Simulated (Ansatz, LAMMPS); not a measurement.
# Relaxing glassy 40SiO2-28Al2O3-16Li2O-16SrO (mol %) (85 atoms), part 2 of 4

How does glassy 40SiO2-28Al2O3-16Li2O-16SrO (mol %) (85 atoms) relax, and what do bonds, charges and levels look like afterwards?

Ansatz 0.2.0; Kohn-Sham DFT, revPBE, PAW (set soft_2), plane waves.

The cell: 10 Si, 14 Al, 8 Li, 4 Sr and 49 O. The quench rate of 6 K/ps is orders of magnitude faster than experiment. The network of bonds at the start is that of the classical potential that made the cell. Only the Γ point is sampled, in a cell whose shortest periodic width is 10 Å.

So far. Step 3 (Single point at the start): The r.m.s. force component of 0.89 eV/Å and the pressure of 10 GPa set the starting point.

**4. Relaxation**

The atoms are relaxed in the fixed cell, aiming at the force tolerance of the input.

File input.yaml:

```yaml
crystal:
  lattice:
    - [9.9565, 0.0, 0.0]
    - [0.0, 9.9565, 0.0]
    - [0.0, 0.0, 9.9565]
  atoms:
    [... the 85 atom lines of step 3 ...]
kpoints:
  mp_grid: { grid: [1, 1, 1] }
hamiltonian:
  xc: revpbe
scf:
  occupations: { method: fixed }
output:
  forces: true
relax:
  f_tol: 0.05
  max_steps: 200
```

Run with:

```bash
> ansatz run input.yaml --threads 4 --pin off --max-ram 8192MiB --backend cpu --events-out ev --progress --plain --runs-dir out
```

Numbers of over 12 decimals in the logs are rounded to 6 here.

What it wrote:

```text
[...]
Crystal: 85 atoms, lattice volume = 987.007 Å³
Basis set: ecut = 420 eV, 19309 PW (Γ), exchange–correlation on 144×144×144 points (8 copies of the dense FFT grid, shifted against one another)
Bands: 305, of which v1, the nominal top of the filled ones, is band 220 counted from 1 (219 counted from 0)
Symmetry: 1 space group operations
[...]
k-points: 1
[...]
SCF iter   1: F=—  HF=-57746.887121 eV  |F-HF|=—  |Δ(HF+E_count)|=         —  Δρ=3.91e-3  dr2=1.61e-1  ethr=1.77e-3  ⟨swp⟩=7.0  Hψ=1055  notcnv=0  defer=83
[...]
SCF iter   3: F=—  HF=-57746.884470 eV  |F-HF|=—  |Δ(HF+E_count)|=   5.73e-3  Δρ=8.49e-4  dr2=7.38e-3  ethr=5.03e-6  ⟨swp⟩=4.0  Hψ=376  notcnv=0  defer=64
automatic band count: iteration 3 solves 286 bands in place of 305: the levels show a gap, and the empty bands left out lie too high to hold charge; the band table lists the bands solved (type scf.n_extra_bands for more)
SCF iter   4: F=—  HF=-57746.886714 eV  |F-HF|=—  |Δ(HF+E_count)|=   2.24e-3  Δρ=2.68e-4  dr2=6.64e-4  ethr=1.68e-6  ⟨swp⟩=3.0  Hψ=391  notcnv=0  defer=64
[...]
SCF iter   7: F=-57746.887078 eV  HF=-57746.887077 eV  |F-HF|=7.05e-7  |Δ(HF+E_count)|=   2.06e-5  Δρ=2.05e-5  dr2=3.67e-6  ethr=3.51e-9  ⟨swp⟩=3.0  Hψ=722  notcnv=0
SCF 1 converged in 7 iterations: F = -57746.887078 eV  dr2 = 3.67e-6
[...]
relax step   1: F+E_penalty+E_count = -57746.88707807 eV  Δ(F+E_penalty+E_count) = +0.000e0 eV  max|allowed force component| = 2.718e0 eV/Å  Δτ_max = 0.0000 Å  (7 SCF iters, dr2 threshold 6.25e-5 eV, accepted)
[... from here on, the SCF cycles and remarks between the steps are left out ...]
relax step   2: F+E_penalty+E_count = -57749.12131137 eV  Δ(F+E_penalty+E_count) = -2.234e0 eV  max|allowed force component| = 1.474e0 eV/Å  Δτ_max = 0.1938 Å  (6 SCF iters, dr2 threshold 1.00e-4 eV, accepted)
relax step   3: F+E_penalty+E_count = -57750.08788099 eV  Δ(F+E_penalty+E_count) = -9.666e-1 eV  max|allowed force component| = 6.229e-1 eV/Å  Δτ_max = 0.1618 Å  (6 SCF iters, dr2 threshold 1.00e-4 eV, accepted)
relax step   4: F+E_penalty+E_count = -57750.36582346 eV  Δ(F+E_penalty+E_count) = -2.779e-1 eV  max|allowed force component| = 6.672e-1 eV/Å  Δτ_max = 0.0883 Å  (6 SCF iters, dr2 threshold 6.93e-5 eV, accepted)
relax step   5: F+E_penalty+E_count = -57750.62773663 eV  Δ(F+E_penalty+E_count) = -2.619e-1 eV  max|allowed force component| = 3.169e-1 eV/Å  Δτ_max = 0.2000 Å  (7 SCF iters, dr2 threshold 7.94e-5 eV, accepted)
relax step   6: F+E_penalty+E_count = -57750.70788883 eV  Δ(F+E_penalty+E_count) = -8.015e-2 eV  max|allowed force component| = 1.580e-1 eV/Å  Δτ_max = 0.0787 Å  (6 SCF iters, dr2 threshold 2.27e-5 eV, accepted)
relax step   7: F+E_penalty+E_count = -57750.73338439 eV  Δ(F+E_penalty+E_count) = -2.550e-2 eV  max|allowed force component| = 1.895e-1 eV/Å  Δτ_max = 0.2000 Å  (7 SCF iters, dr2 threshold 5.63e-6 eV, accepted)
relax step   8: F+E_penalty+E_count = -57750.75353532 eV  Δ(F+E_penalty+E_count) = -2.015e-2 eV  max|allowed force component| = 1.081e-1 eV/Å  Δτ_max = 0.0460 Å  (6 SCF iters, dr2 threshold 8.93e-6 eV, accepted)
relax step   9: F+E_penalty+E_count = -57750.75011030 eV  Δ(F+E_penalty+E_count) = +3.425e-3 eV  max|allowed force component| = 1.182e-1 eV/Å  Δτ_max = 0.0847 Å  (7 SCF iters, dr2 threshold 3.80e-6 eV, rejected (line search))
relax step  10: F+E_penalty+E_count = -57750.76217587 eV  Δ(F+E_penalty+E_count) = -8.641e-3 eV  max|allowed force component| = 6.522e-2 eV/Å  Δτ_max = 0.0407 Å  (8 SCF iters, accepted)
relax step  11: F+E_penalty+E_count = -57750.75715062 eV  Δ(F+E_penalty+E_count) = +5.025e-3 eV  max|allowed force component| = 1.480e-1 eV/Å  Δτ_max = 0.0535 Å  (9 SCF iters, rejected (line search))
relax step  12: F+E_penalty+E_count = -57750.76527398 eV  Δ(F+E_penalty+E_count) = -3.098e-3 eV  max|allowed force component| = 4.067e-2 eV/Å  Δτ_max = 0.0264 Å  (8 SCF iters, accepted)
SCF converged after 8 iterations
Free energy (F): -57750.765274 eV
[...]
Internal energy: -57750.765274 eV  (E = F + TS)
E sigma→0 (E₀):  -57750.765274 eV
Fermi energy:    4.837518 eV
[...]
--- Forces (eV/Å), atoms counted from 1 ---
  atom   1  Si    -0.04066912    -0.00311520    -0.02733007
  atom   2  Si    -0.01080851     0.00177817    -0.00688379
  atom   3  Si     0.00500308    -0.00057842    -0.00106265
  atom   4  Si     0.01443006     0.01890864     0.00376544
  atom   5  Si     0.00160186     0.00100436    -0.00154152
  atom   6  Si    -0.00752749     0.00184104    -0.00446171
  atom   7  Si     0.01505257    -0.00616548    -0.00125488
  atom   8  Si    -0.00337318     0.00085711     0.00578841
  atom   9  Si     0.00859437     0.00081662    -0.01528000
  atom  10  Si    -0.00311654     0.00089509    -0.00866532
  atom  11  Al     0.00812067     0.01203387    -0.00432778
  atom  12  Al    -0.00111643     0.00625177    -0.01381175
  atom  13  Al     0.01215261     0.00919952     0.01097174
  atom  14  Al    -0.01586458    -0.00980982     0.00744964
[...]
atom  84  O     -0.00617324     0.01407947    -0.00197677
  atom  85  O     -0.00042047     0.00218751     0.00280635
  max |Σ_I F_I| component: 5.37e-5 eV/Å
--- Relaxed structure (12 steps of the walk, 10 accepted, 0 SCFs on fresh bases) ---
  F+E_penalty+E_count = -57750.76527398 eV   max|allowed force component| = 4.067e-2 eV/Å
  atoms:
    - { symbol: Si, position: [0.392424, 0.097453, 0.931416] }
    - { symbol: Si, position: [0.369969, 0.476451, 0.593143] }
    - { symbol: Si, position: [0.878519, -0.00527196, 0.642622] }
    - { symbol: Si, position: [0.029836, 0.901754, 0.126699] }
[...]
- { symbol: O, position: [0.966647, 0.638749, 0.539311] }
```

Elapsed: 64 s, on 4 threads of Intel Xeon Platinum 8259CL at 2.50GHz (Skylake/Cascade Lake), shared host; peak memory 1.2 GiB; 3.8 min of CPU time.

Step by step:

```tsv
step	energy less that of the first step (eV)	largest force component (eV/Å)
1	0.0000	2.7183
2	-2.2342	1.4744
3	-3.2008	0.6229
4	-3.4787	0.6672
5	-3.7407	0.3169
6	-3.8208	0.1580
7	-3.8463	0.1895
8	-3.8665	0.1081
9	-3.8630	0.1182
10	-3.8751	0.0652
11	-3.8701	0.1480
12	-3.8782	0.0407
```

Relaxation steps 9, 11 were tried and not accepted.

The atoms that moved most (Å):

```tsv
atom	dx	dy	dz	length
Li27	0.361	0.237	0.061	0.436
O45	-0.194	0.295	-0.181	0.396
O43	-0.233	0.170	0.137	0.319
O79	0.162	0.141	-0.219	0.307
O53	-0.065	0.251	0.130	0.290
O67	0.267	-0.045	-0.083	0.283
O78	0.104	0.258	0.006	0.278
O62	0.125	-0.209	0.059	0.251
```

The relaxation changed the energy by -45.6 meV/atom, and atoms moved by 0.17 Å r.m.s., 0.44 Å at most.

**5. Local order after relaxation**

Bonds before and after, by the cutoffs listed below:

```tsv
pair	bonds before	bonds after	mean before (Å)	mean after (Å)	spread before (Å)	spread after (Å)
O-Al	61	62	1.801	1.825	0.111	0.090
O-Si	40	40	1.611	1.646	0.039	0.032
O-Sr	30	30	2.775	2.697	0.260	0.240
```

Density 3.11 g/cm³, 11.61 Å³ an atom.

g(r), total and by pair (bins of 0.2 Å):

```tsv
r (Å)	total	O-O	O-Al	O-Si	O-Li	O-Sr	Al-Al
1.50	0.09	0.00	0.00	0.65	0.00	0.00	0.00
1.70	2.65	0.00	5.96	11.15	0.00	0.00	0.00
1.90	1.22	0.00	4.27	0.00	3.75	0.00	0.00
2.10	0.41	0.00	0.55	0.00	2.82	0.00	0.00
2.30	0.10	0.00	0.00	0.00	0.60	0.71	0.00
2.50	0.62	0.77	0.09	0.00	1.15	3.22	0.00
2.70	1.50	3.62	0.23	0.00	0.14	2.50	0.00
2.90	1.31	2.18	0.07	0.19	0.36	0.98	4.70
3.10	1.12	1.20	0.66	0.50	1.04	0.84	2.06
3.30	1.13	1.03	0.78	1.03	0.92	0.37	4.08
3.50	0.93	0.88	0.97	0.91	0.75	0.81	0.33
3.70	0.99	0.64	1.62	1.39	0.88	0.87	0.89
3.90	0.94	0.56	1.51	1.36	1.31	0.67	0.26
4.10	0.91	0.41	1.16	1.85	0.97	1.07	0.48
4.30	1.04	0.75	1.48	1.69	1.03	0.76	0.64
4.50	1.19	0.72	1.83	1.07	1.64	1.48	0.80
4.70	0.91	0.90	0.83	0.73	1.36	0.72	0.73
4.90	1.00	1.47	0.67	0.81	0.83	1.17	0.82
```

Bonds by pair of elements; cutoffs follow the first minimum of g(r), held within bounds set by covalent radii, and pairs that aren't listed don't count as bonded:

```tsv
pair A-B	cutoff (Å)	bonds	mean length (Å)	spread (Å)	shortest (Å)	B about A	A about B
O-Al	2.33	62	1.82	0.09	1.69	1.26	4.43
O-Si	2.12	40	1.65	0.032	1.59	0.816	4
O-Li	2.33	29	2.02	0.105	1.85	0.592	3.62
O-Sr	3.33	30	2.70	0.24	2.36	0.612	7.5
```

The cutoff for O-Li falls short of the minimum of g(r), so counts run low and odd coordinations can be artefacts.

How many atoms have how many bonded neighbours:

```tsv
element	mean	2	3	4	5	6	7	9
Al	4.43	0	0	9	4	1	0	0
Li	3.62	0	3	5	0	0	0	0
O	3.29	4	28	16	1	0	0	0
Si	4	0	0	10	0	0	0	0
Sr	7.5	0	0	0	0	0	3	1
```

Bond angles, per cent of each kind in bins of 5°:

```tsv
angle (°)	O-Al-O	O-Si-O	O-Li-O	Al-O-Si
70–75	0.0	0.0	2.6	0.0
75–80	3.7	0.0	5.1	0.0
80–85	2.8	0.0	2.6	0.0
85–90	8.3	0.0	0.0	3.3
90–95	11.0	0.0	5.1	0.0
95–100	10.1	5.0	10.3	3.3
100–105	11.9	10.0	15.4	0.0
105–110	19.3	36.7	17.9	0.0
110–115	10.1	33.3	10.3	6.7
115–120	7.3	15.0	10.3	13.3
120–125	4.6	0.0	0.0	16.7
125–130	0.0	0.0	7.7	20.0
130–135	0.9	0.0	5.1	13.3
135–140	1.8	0.0	2.6	0.0
140–145	0.0	0.0	2.6	10.0
145–150	0.9	0.0	2.6	6.7
150–155	1.8	0.0	0.0	0.0
155–160	0.9	0.0	0.0	3.3
160–165	0.9	0.0	0.0	0.0
165–170	0.9	0.0	0.0	0.0
170–175	1.8	0.0	0.0	3.3
175–180	0.9	0.0	0.0	0.0
```

Bond angles (no mean is given where the spread exceeds 20°):

```tsv
angle	count	mean (°)	spread (°)
O-Al-O	109	-	-
O-Si-O	60	109	4.9
O-Li-O	39	109	16.9
Al-O-Si	30	128	16.1
```

Oxygen atoms by the number of network formers (Si, P, Ge, B, Al, As, Ga) bound to them:

```tsv
network formers bound to O	O atoms	per cent
0	0	0
1	8	16.3
2	29	59.2
3	12	24.5
```

Network units: each former by its oxygen neighbours and how many of them bridge to another former:

```tsv
former	O neighbours	bridging O	atoms
Si	4	2	1
Si	4	3	4
Si	4	4	5
Al	4	3	2
Al	4	4	7
Al	5	5	4
Al	6	6	1
```

Bond length by coordination (bonds to H left out):

```tsv
element	coordination	atoms	mean bond length (Å)
Al	4	9	1.78
Al	5	4	1.87
Al	6	1	1.95
Li	3	3	2.01
Li	4	5	2.03
O	2	4	1.67
O	3	28	1.90
O	4	16	2.09
O	5	1	2.46
Sr	7	3	2.65
Sr	9	1	2.79
```

Rings of the network by King's shortest-path rule, up to 12 atoms, one path for each pair of neighbours; H, halogens, alkali and alkaline-earth atoms are left out, and the last column divides by all other atoms, bonded or not:

```tsv
ring size (atoms)	rings	per network atom
4	4	0.055
6	10	0.137
8	22	0.301
10	17	0.233
12	16	0.219
```

First main peaks of g(r), for some of the pairs, lie near 2.7 Å (O-O), 1.8 Å (O-Al), 1.6 Å (O-Si), 2.0 Å (O-Li) and 2.6 Å (O-Sr). 59 % of the oxygens bridge two formers (Si and Al) and 16 % are non-bridging; 24 % join three. The commonest Al unit has 4 oxygens, 4 of them shared with other formers (7 of 14 atoms). Rings of 8 atoms are the most common (32 % of those counted); sizes run from 4 to 12, where the search stops.

(Part 2 of 4 ends here.)

[Logs are printed without paths, hosts, clocks, repeated set-up lines and the standing remarks that a program may print on its own settings, such as how far it seeks lower states.]

[Hosts, paths, dates, database ids (printed as entryN), source tags and the programs' standing remarks are cut or masked in the printed files.]
